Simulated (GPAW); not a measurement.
# Co4 Ru4 Co4 0001: which magnetic order is lowest

Aim: find out whether Co4 Ru4 Co4 0001 carries moments, and which collinear order costs least.

Main program and level: GPAW 26.7.0; PBE; plane waves with GPAW's PAW setups, scalar-relativistic.

### Step 1. The structure

The cell holds 12 atoms: 8 Co and 4 Ru. Its edges and angles: a = 2.706 Å, b = 2.706 Å, c = 32.831 Å, α = 90.0°, β = 90.0°, γ = 120.0°. ideal sites on the substrate's mesh, layer spacings from atomic volumes, unrelaxed, 12 A of vacuum. Vacuum lies along c.

### Step 2. Run 1 (ferro ++++++++)

The parallel start comes first: it fits the smallest cell, keeps the most symmetry and shows whether parallel moments form.

Input file order1.py:

```python
import json
import numpy as np
from ase import Atoms
from ase.parallel import paropen, parprint
from gpaw import GPAW

atoms = Atoms(['Co', 'Co', 'Co', 'Co', 'Ru', 'Ru', 'Ru', 'Ru', 'Co', 'Co', 'Co', 'Co'],
    cell=[[2.706, 0.0, 0.0],
         [-1.353, 2.343465, 0.0],
         [0.0, 0.0, 32.831311]],
    scaled_positions=[[0.0, 0.0, 0.182752],
         [0.333333, 0.666667, 0.236067],
         [0.0, 0.0, 0.289382],
         [0.333333, 0.666667, 0.342697],
         [0.0, 0.0, 0.402016],
         [0.333333, 0.666667, 0.467339],
         [0.0, 0.0, 0.532661],
         [0.333333, 0.666667, 0.597984],
         [0.0, 0.0, 0.657303],
         [0.333333, 0.666667, 0.710618],
         [0.0, 0.0, 0.763933],
         [0.333333, 0.666667, 0.817248]],
    pbc=True,
    magmoms=[1.8, 1.8, 1.8, 1.8, 0.0, 0.0, 0.0, 0.0, 1.8, 1.8, 1.8, 1.8])
atoms.calc = GPAW(mode={'name': 'pw', 'ecut': 450},
    xc='PBE',
    kpts={'size': (20, 20, 1), 'gamma': True},
    occupations={'name': 'fermi-dirac', 'width': 0.05},
    convergence={'density': 1e-05, 'energy': 1e-05},
    maxiter=200,
    mixer={'name': 'pulay', 'beta': 0.03, 'nmaxold': 8, 'weight': 100},
    symmetry={'tolerance': 1e-4},
    txt='order1.txt')
e = atoms.get_potential_energy(force_consistent=True)
res = {'free_energy': e, 'energy_sigma0': atoms.get_potential_energy(), 'fermi_energy': atoms.calc.get_fermi_level()}
res['moments'] = atoms.get_magnetic_moments().tolist()
res['total'] = atoms.get_magnetic_moment()
parprint('site moments (muB):', np.round(res['moments'], 3))
parprint(f"total moment: {res['total']:.3f} muB")
parprint(f'free energy: {e:.6f} eV')
atoms.calc.write('order1.gpw')
with paropen('results.json', 'w') as f:
    json.dump(res, f)
```

Command:

```sh
> OMP_NUM_THREADS=1 mpirun -n 4 gpaw python order1.py > order1.log
```

Numbers of over 12 decimals in the logs are rounded to 6 here.

The program printed:

```text
site moments (muB): [ 1.83   1.735  1.635  1.346 -0.002 -0.035 -0.035 -0.002  1.346  1.635
  1.735  1.83 ]
total moment: 12.655 muB
free energy: -98.857112 eV

--- order1.txt ---
Input parameters:
  mode=PW(ecut=450),
  convergence={'density': 1e-05, 'energy': 1e-05},
  kpts=MonkhorstPack(size=(20, 20, 1), gamma=True),
  maxiter=200,
  mixer=Pulay(name='pulay', nmaxold=8, beta=0.03, weight=100, sigma=0.015, g_ss=None),
  occupations=Occupations(name='fermi-dirac', width=0.05),
  symmetry=Symmetry(tolerance=0.0001),
  xc=XC(name='PBE')

Diagonalizing LCAO Hamiltonian
Converting LCAO to pw mode

        Co

       Co
        Co

       Co

        Ru

       Ru

        Ru

       Ru

        Co

       Co
        Co

       Co

Atoms  # Å, Bohr magnetons
|    | symbol |         x |        y |         z |    initial magnetic moments |
|----|--------|-----------|----------|-----------|-----------------------------|
|  0 |     Co |  0.000000 | 0.000000 |  5.999988 | ( 0.0000,  0.0000,  1.8000) |
|  1 |     Co | -0.000001 | 1.562311 |  7.750389 | ( 0.0000,  0.0000,  1.8000) |
|  2 |     Co |  0.000000 | 0.000000 |  9.500790 | ( 0.0000,  0.0000,  1.8000) |
|  3 |     Co | -0.000001 | 1.562311 | 11.251192 | ( 0.0000,  0.0000,  1.8000) |
|  4 |     Ru |  0.000000 | 0.000000 | 13.198712 | ( 0.0000,  0.0000,  0.0000) |
|  5 |     Ru | -0.000001 | 1.562311 | 15.343352 | ( 0.0000,  0.0000,  0.0000) |
|  6 |     Ru |  0.000000 | 0.000000 | 17.487959 | ( 0.0000,  0.0000,  0.0000) |
|  7 |     Ru | -0.000001 | 1.562311 | 19.632599 | ( 0.0000,  0.0000,  0.0000) |
|  8 |     Co |  0.000000 | 0.000000 | 21.580119 | ( 0.0000,  0.0000,  1.8000) |
|  9 |     Co | -0.000001 | 1.562311 | 23.330521 | ( 0.0000,  0.0000,  1.8000) |
| 10 |     Co |  0.000000 | 0.000000 | 25.080922 | ( 0.0000,  0.0000,  1.8000) |
| 11 |     Co | -0.000001 | 1.562311 | 26.831323 | ( 0.0000,  0.0000,  1.8000) |

Unit cell  # Å
| periodic |         x |        y |         z |   lengths |     angles |
|----------|-----------|----------|-----------|-----------|------------|
|      yes |  2.706000 | 0.000000 |  0.000000 |  2.706000 |  90.000000 |
|      yes | -1.353000 | 2.343465 |  0.000000 |  2.706000 |  90.000000 |
|      yes |  0.000000 | 0.000000 | 32.831311 | 32.831311 | 119.999997 |

Number of symmetries: 6

BZ-sampling:
  Number of BZ points: 400
  Number of IBZ points: 44

  Monkhorst-Pack size: [20, 20, 1]
  Monkhorst-Pack shift: [0.025, 0.025, 0.0]

K-points  # in reciprocal-cell coordinates
|     |                                coordinates |     weight |
|-----|--------------------------------------------|------------|
|   0 | ( -0.00000000,  -0.00000000,   0.00000000) | 0.00250000 |
|   1 | (  0.05000000,  -0.00000000,   0.00000000) | 0.01500000 |
|   2 | (  0.10000000,  -0.05000000,   0.00000000) | 0.01500000 |
|   3 | (  0.10000000,  -0.00000000,   0.00000000) | 0.01500000 |
|   4 | (  0.15000000,  -0.05000000,   0.00000000) | 0.03000000 |
|   5 | (  0.15000000,  -0.00000000,   0.00000000) | 0.01500000 |
|   6 | (  0.20000000,  -0.10000000,   0.00000000) | 0.01500000 |
|   7 | (  0.20000000,  -0.05000000,   0.00000000) | 0.03000000 |
|   8 | (  0.20000000,  -0.00000000,   0.00000000) | 0.01500000 |
|   9 | (  0.25000000,  -0.10000000,   0.00000000) | 0.03000000 |
| ... |                                            |            |
|  43 | (  0.50000000,   0.50000000,   0.00000000) | 0.00750000 |

Plane wave coefficients: 4577
Cutoff: 450.000000 eV

Spin-components: 2 (collinear spins)
Bands:           95
Projectors:      72
Spin-degeneracy: 1
Datatype:        complex128

Parallelization:
  kpt:    4
  domain: 1
  band:   1

Density:
  Valence electrons: 136.0
  Components: 2
  Grid points: [ 14  14 162]
  Charge: 0.0  # |e|

Potential:
  Grid points: [ 14  14 162]

species:
  Co:
    name:    Cobalt
    Z:       27.0
    valence: 9
    core:    18
    charge:  0.0  # [|e|]
    compensation charges:
      type: gauss
      rc: 0.32  # [Å]
      lmax: 2
    cutoffs:
      filter: 1.87  # [Å]
      core: 2.55  # [Å]
    projectors
    | kind |    occ | energy [eV] | rcut [Å] |
    |------|--------|-------------|----------|
    |   4s |  2.000 |      -5.469 |    1.005 |
    |   4p |  0.000 |      -1.277 |    1.058 |
    |   3d |  7.000 |      -8.205 |    1.005 |
    |    s |        |      21.742 |    1.005 |
    |    p |        |      25.934 |    1.058 |
    |    d |        |      19.007 |    1.005 |

    Using partial waves for Co as LCAO basis

  Ru:
    name:    Ruthenium
    Z:       44.0
    valence: 16
    core:    28
    charge:  0.0  # [|e|]
    compensation charges:
      type: gauss
      rc: 0.39  # [Å]
      lmax: 2
    cutoffs:
      filter: 2.16  # [Å]
      core: 1.30  # [Å]
    projectors
    | kind |    occ | energy [eV] | rcut [Å] |
    |------|--------|-------------|----------|
    |   4s |  2.000 |     -76.316 |    1.281 |
    |   5s |  1.000 |      -4.236 |    1.281 |
    |   4p |  6.000 |     -46.423 |    1.286 |
    |   5p |  0.000 |      -0.913 |    1.286 |
    |   4d |  7.000 |      -5.203 |    1.254 |
    |    d |        |      22.008 |    1.254 |

    Using partial waves for Ru as LCAO basis

Reference energy: -796202.179177  # eV

eigensolver:
  PPCG
  Converge bands: occupied
  niter=2

density mixing:
  Pulay-Mixer
  Linear mixing parameters: 0.03
  Old densities: 8
  Fourier metric: weight=100, sigma=0.015

occupation numbers:
  Fermi-Dirac:
    width: 0.0500  # eV

poisson solver:
  ecut: 3600.000000  # eV

xc functional:
  name: PBE with 2 nearest neighbor stencil

convergence criteria:
- Maximum integral of absolute [dens]ity change: 1e-05 electrons / valence electron
- Maximum [total energy] change in last 3 cyles: 1e-05 eV / valence electron
- Maximum integral of absolute [eigenst]ate change: 4e-08 eV^2 / valence electron
maximum number of iterations: 200

SCF iterations
|iter     |      energy | eigst |  dens |  magmom |
|---------|-------------|-------|-------|---------|
|iter:   1|       0s | -119.152825 | +0.34 |       | +14.4218|
|iter:   2|       9s | -466.395534 | +1.11 | -0.59 | +14.1225|
|iter:   3|      18s | -121.957508 | +0.22 | -0.26 | +14.0313|
|iter:   4|      28s | -103.220097 | -0.98 | -0.74 | +14.0286|
|iter:   5|      37s | -103.218240 | -2.20 | -1.05 | +14.0296|
|iter:   6|      47s | -101.722354 | -2.56 | -1.00 | +14.0273|
|iter:   7|      56s | -100.997757 | -2.58 | -1.11 | +13.9431|
|iter:   8|      66s | -100.501090 | -2.57 | -1.14 | +13.8709|
|iter:   9|      75s |  -99.849359 | -2.14 | -1.17 | +13.7276|
|iter:  10|      85s |  -98.916299 | -1.90 | -1.22 | +13.4780|
[... 52 iterations left out ...]
|iter:  63|     514s |  -98.799373c| -8.68c| -4.72 | +12.6564|
|iter:  64|     518s |  -98.799373c| -8.96c| -4.77 | +12.6561|
|iter:  65|     523s |  -98.799373c| -8.96c| -4.81 | +12.6562|
|iter:  66|     527s |  -98.799372c| -9.25c| -4.81 | +12.6560|
|iter:  67|     532s |  -98.799372c| -9.69c| -4.83 | +12.6559|
|iter:  68|     536s |  -98.799372c| -9.34c| -4.85 | +12.6557|
|iter:  69|     541s |  -98.799371c| -9.26c| -4.89 | +12.6555|
|iter:  70|     545s |  -98.799371c| -9.06c| -4.94 | +12.6552|
|iter:  71|     550s |  -98.799371c| -9.46c| -4.99 | +12.6550|
|iter:  72|     554s |  -98.799370c| -9.43c| -5.02c| +12.6549|

Converged in 72 steps
Energy contributions relative to reference atoms: (reference = -796202.179177)

Energy contributions:
  Kinetic:          64.459032
  Coulomb:         -66.109491
  Zero:              1.267534
  External:          0.000000
  Xc:              -98.358705
  Entropy:          -0.115482
  Spinorbit:         0.000000
  ----------------------------
  Free energy:     -98.857112
  Extrapolated:    -98.799370

dipole moment: (-38.530522, -33.342326, -0.000133)  # |e|*Ang

Total magnetic moment: (0.000000, 0.000000, 12.654928)

Local magnetic moments
|        x |        y |         z |
|----------|----------|-----------|
| 0.000000 | 0.000000 |  1.829808 |  # Co   0
| 0.000000 | 0.000000 |  1.734576 |  # Co   1
| 0.000000 | 0.000000 |  1.635422 |  # Co   2
| 0.000000 | 0.000000 |  1.346255 |  # Co   3
| 0.000000 | 0.000000 | -0.002488 |  # Ru   4
| 0.000000 | 0.000000 | -0.034897 |  # Ru   5
| 0.000000 | 0.000000 | -0.034897 |  # Ru   6
| 0.000000 | 0.000000 | -0.002488 |  # Ru   7
| 0.000000 | 0.000000 |  1.346256 |  # Co   8
| 0.000000 | 0.000000 |  1.635425 |  # Co   9
| 0.000000 | 0.000000 |  1.734578 |  # Co  10
| 0.000000 | 0.000000 |  1.829806 |  # Co  11

Fermi level: 6.599
Eigenvalues  # (at kpt = [-0.000, -0.000, 0.000])
| band index |      eig [eV] | occ [0-1] |      eig [eV] | occ [0-1] |
|------------|---------------|-----------|---------------|-----------|
|          0 |       -66.500 |     1.000 |       -66.520 |     1.000 |
|        ... |               |           |               |           |
|         65 |         5.123 |     1.000 |         6.639 |     0.313 |
|         66 |         5.220 |     1.000 |         6.639 |     0.311 |
|         67 |         5.220 |     1.000 |         6.667 |     0.205 |
|         68 |         5.490 |     1.000 |         6.667 |     0.205 |
|         69 |         5.637 |     1.000 |         6.747 |     0.049 |
|         70 |         5.637 |     1.000 |         6.881 |     0.004 |
|         71 |         5.743 |     1.000 |         6.881 |     0.004 |
|         72 |         5.743 |     1.000 |         7.160 |     0.000 |
|         73 |         5.890 |     1.000 |         7.161 |     0.000 |
|         74 |         5.890 |     1.000 |         7.254 |     0.000 |
|         75 |         5.945 |     1.000 |         7.442 |     0.000 |
|         76 |         5.945 |     1.000 |         7.442 |     0.000 |
|         77 |         6.130 |     1.000 |         7.518 |     0.000 |
|         78 |         6.130 |     1.000 |         7.518 |     0.000 |
|         79 |         6.314 |     0.997 |         7.590 |     0.000 |
|        ... |               |           |               |           |
|         94 |        17.306 |     0.000 |        17.724 |     0.000 |

No gap
No difference between direct/indirect transitions
```

Elapsed: 9.6 min, on 4 MPI ranks of Intel Xeon 6975P-C (Granite Rapids), shared host; peak memory 1.7 GiB.

Spin moment in the augmentation sphere by atom:

```csv
atom,spin moment in the augmentation sphere (μB)
Co1,1.83
Co2,1.73
Co3,1.64
Co4,1.35
Ru5,0.00
Ru6,-0.03
Ru7,-0.03
Ru8,0.00
Co9,1.35
Co10,1.64
Co11,1.73
Co12,1.83
```

Numbers from this step:

```
magnetization : 12.65 μB
final state   : ferromagnetic
```

After 72 cycles the largest moment stands at 1.83 μB.

[end of part 1 of 2]

[Logs and program files are shortened in this print: banners, set-up blocks, solver, clock and traceback lines can be left out without a mark of their own.]

[Logs are printed without paths, hosts, clocks, repeated set-up lines and the standing remarks that a program may print on its own settings, such as how far it seeks lower states.]

[Hosts, paths, dates, database ids (printed as entryN), source tags and the programs' standing remarks are cut or masked in the printed files.]

[Where a cell is said to come from a database of computed structures, the database is the Materials Project.]
